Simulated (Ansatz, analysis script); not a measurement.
# Magnetovolume effects in a free-standing square W monolayer, spacing 3.288 Å, part 2 of 2

Wanted: energy and moment of a free-standing square W monolayer, spacing 3.288 Å against in-plane size, with typed moments, small moments and no spin.

Ansatz 0.2.0; PBE with U = 2 eV on W d, PAW set soft_2.

So far. Step 6 (Factor 1, typed moments): It ends ferromagnetic, with 3.66 μB on the largest site.

### 7. Factor 1.07, typed moments

Level of this step: Ansatz DFT, collinear, cell scaled along its periodic directions (Ansatz).

Contents of input.yaml:

```yaml
crystal:
  lattice:
    - [3.40113365, 0.0, 0.0]
    - [0.0, 3.40113365, 0.0]
    - [0.0, 0.0, 14.0]
  atoms:
    - { symbol: W, position: [0.0, 0.0, 0.5], spin: 1.0 }
magnetization:
  spin_polarized: true
kpoints:
  mp_grid: { grid: [7, 7, 1] }
hamiltonian:
  xc: pbe
  hubbard: { sites: [{ species: W, l: d, u_eff: 2.0 }] }
scf:
  occupations: { method: fermi_dirac, width: 0.1 }
  max_iter: 120
  convergence: { dr2_threshold: 1.0e-08 }
basis:
  ecutwfc: 300.0
output:
  stress: true
```

Launch:

```console
> ansatz run input.yaml --threads 1 --pin off --max-ram 2048MiB --backend cpu --events-out ev --progress --plain --runs-dir out
```

Numbers of over 12 decimals in the logs are rounded to 6 here.

The program printed:

```text
[...]
Crystal: 1 atoms, lattice volume = 161.948 Å³
Basis set: ecut = 300 eV, 1907 PW (Γ)
Bands: 12, of which v1, the nominal top of the filled ones, is band 7 counted from 1 (6 counted from 0)
Symmetry: 16 space group operations
[...]
k-points: 10 of 49
[...]
Internal energy: -10377.515046 eV  (E = F + TS)
E sigma→0 (E₀):  -10377.530032 eV
Entropy (-TS):   -0.029972 eV (-29.972 meV/atom)
Fermi energy:    -1.827222 eV
[...]
--- Stress (GPa, compression-positive) ---
       -2.242089       0.000000       0.000000
        0.000000      -2.242089       0.000000
        0.000000       0.000000      -0.002847
  P = ⅓ Tr σ = -1.4957 GPa (-14.957 kbar)
Occupation matrices written to <dir>
[key lines of the parts left out:]
SCF converged after 14 iterations
Magnetization: 4.8731 μB (9.4366 up, 4.5634 down)
Free energy (F): -10377.545018 eV
```

Wall time 2.5 s (1 thread of Intel Xeon Platinum 8488C (Sapphire Rapids), shared host); peak memory 0.37 GiB.

It ends ferromagnetic, with 3.90 μB on the largest site.

### 8. Factor 1.12, no spin

input.yaml, the sections that differ from step 7:

```yaml
crystal:
  lattice:
    - [3.47969212, 0.0, 0.0]
    - [0.0, 3.47969212, 0.0]
    - [0.0, 0.0, 14.0]
  atoms:
    - { symbol: W, position: [0.0, 0.0, 0.5] }
# kpoints, hamiltonian, scf, basis, output: as in step 7
# magnetization: removed
```

The program printed:

```text
[...]
Crystal: 1 atoms, lattice volume = 169.516 Å³
Basis set: ecut = 300 eV, 1963 PW (Γ)
Bands: 11, of which v1, the nominal top of the filled ones, is band 7 counted from 1 (6 counted from 0)
Symmetry: 16 space group operations
[...]
k-points: 10 of 49
[...]
Free energy (F): -10375.095668 eV
[...]
Internal energy: -10374.988114 eV  (E = F + TS)
E sigma→0 (E₀):  -10375.041891 eV
Entropy (-TS):   -0.107554 eV (-107.554 meV/atom)
Fermi energy:    -1.820025 eV
[...]
--- Stress (GPa, compression-positive) ---
       -6.334107       0.000000      -0.000000
        0.000000      -6.334107      -0.000000
       -0.000000      -0.000000      -0.000672
  P = ⅓ Tr σ = -4.2230 GPa (-42.230 kbar)
Occupation matrices written to <dir>
[key lines of the parts left out:]
SCF converged after 12 iterations
```

Run time: 2.1 s. Hardware: 1 thread; peak memory 0.31 GiB.

This is the reference without moments at this size.

18 more runs differ from these in the same keys alone and are tabled below.

### 9. A run with settings changed

A test of how the program answers to a changed input.

input.yaml, the sections that differ from step 8:

```yaml
crystal:
  lattice:
    - [3.04916576, 0.0, 0.0]
    - [0.0, 3.04916576, 0.0]
    - [0.0, 0.0, 14.0]
  atoms:
    - { symbol: W, position: [0.0, 0.0, 0.5], spin: 1.0 }
  symmetry: { detect: false }
magnetization:
  spin_polarized: true
# kpoints, hamiltonian, scf, basis, output: as in step 8
```

The program printed:

```text
[...]
Crystal: 1 atoms, lattice volume = 130.164 Å³
Basis set: ecut = 300 eV, 1539 PW (Γ)
Bands: 12, of which v1, the nominal top of the filled ones, is band 7 counted from 1 (6 counted from 0)
Symmetry: 1 space group operations
k-points: 25 of 49 (time reversal used)
[...]
Starting moments: Σ|m| = 1 μB on 1 of 1 site
[...]
SCF iter   1: F=—  HF=-10377.081041 eV  |F-HF|=—  |Δ(HF+E_count)|=         —  Δρ=1.42e-2 (↑1.40e-2 ↓1.42e-2)  dr2=7.40e-1  dr2_m=1.07e-1  M=1.284 μB ∫|m|=1.284 μB  β_m=1.00  ethr=3.10e-3  ⟨swp⟩=5.4  Hψ=3451  notcnv=0
[...]
SCF iter  19: F=-10378.087232 eV  HF=-10378.087232 eV  |F-HF|=5.01e-9  |Δ(HF+E_count)|=   1.32e-8  Δρ=1.67e-6 (↑1.42e-6 ↓1.67e-6)  dr2=1.29e-9  dr2_m=2.38e-9  M=3.616 μB ∫|m|=3.616 μB  ethr=2.83e-11  ⟨swp⟩=2.3  Hψ=1907  notcnv=0
SCF 1 converged in 19 iterations: F = -10378.087232 eV  dr2 = 1.29e-9
[...]
SCF converged after 19 iterations
Magnetization: 3.6156 μB (8.8078 up, 5.1922 down)
Absolute magnetization: 3.6162 μB (∫|ρ↑−ρ↓|, with the PAW one-centre terms)
[...]
Per-site moments (μB) at R_I (Å): [(2.618128, 1.257781)]
Free energy (F): -10378.087232 eV
[...]
Internal energy: -10378.053177 eV  (E = F + TS)
E sigma→0 (E₀):  -10378.070205 eV
Entropy (-TS):   -0.034055 eV (-34.055 meV/atom)
Fermi energy:    -1.008495 eV
[...]
--- Stress (GPa, compression-positive) ---
       -4.074257      -0.000000       0.000000
       -0.000000      -4.074256       0.000000
        0.000000       0.000000      -0.004589
  P = ⅓ Tr σ = -2.7177 GPa (-27.177 kbar)
Occupation matrices written to <dir>
```

Elapsed: 9.6 s, on 1 thread; peak memory 0.4 GiB.

Against the run that it repeats: crystal.symmetry to {"detect": false}.

The net spin moment of the cell is 3.62 μB, against 3.62 μB in the run that it repeats (step 3), and the free energy stays within 0.001 meV an atom.

### 10. All sizes

```
factor  E typed (meV/atom)  E small  E no spin  largest moment, typed (μB)  small   state, typed   state, small
  0.86                 0.0      0.0     1035.2                        2.62   2.62  ferromagnetic  ferromagnetic
   0.9               146.5    146.5     1387.0                        2.96   2.96  ferromagnetic  ferromagnetic
  0.94               267.3    267.3     1719.1                        3.45   3.45  ferromagnetic  ferromagnetic
  0.97               328.8    328.8     1957.3                        3.54   3.54  ferromagnetic  ferromagnetic
     1               392.9    392.9     2185.2                        3.66   3.66  ferromagnetic  ferromagnetic
  1.03               456.3    456.3     2402.1                        3.77   3.77  ferromagnetic  ferromagnetic
  1.07               542.2    542.2     2676.9                        3.90   3.90  ferromagnetic  ferromagnetic
  1.12               647.2    647.2     2991.6                        4.01   4.01  ferromagnetic  ferromagnetic
```

### 11. Summary of results

```yaml
lowest_run: factor 0.86, typed moments (an end of the range)
largest_moment_typed_start: 2.62 μB at 0.86 to 4.01 μB at 1.12
gain_by_magnetism: 1035.2 to 2344.4 meV/atom
```

**Reading.** From a factor of 0.86 to 1.12 the largest moment goes from 2.6 to 4.01 μB. The moment grows with the cell, as narrower bands favour. Site moments are taken in spheres that grow with the cell. Both magnetic starts, which share one pattern of signs, end on one state at every size; other orders were not tried. The cell's shape and the atoms were not relaxed. The 24 scaled-cell runs took 98 s of wall time, added up. The mesh is coarse for a state with partly filled levels, so small values and close rankings are not settled. Under a U each run can settle in its own orbital filling.

[Logs and program files are shortened in this print: banners, set-up blocks, solver, clock and traceback lines can be left out without a mark of their own.]

[Logs are printed without paths, hosts, clocks, repeated set-up lines and the standing remarks that a program may print on its own settings, such as how far it seeks lower states.]

[Hosts, paths, dates, database ids (printed as entryN), source tags and the programs' standing remarks are cut or masked in the printed files.]

[Where the input sets lower_state_search to off, the program did not look for lower states, so one may exist.]
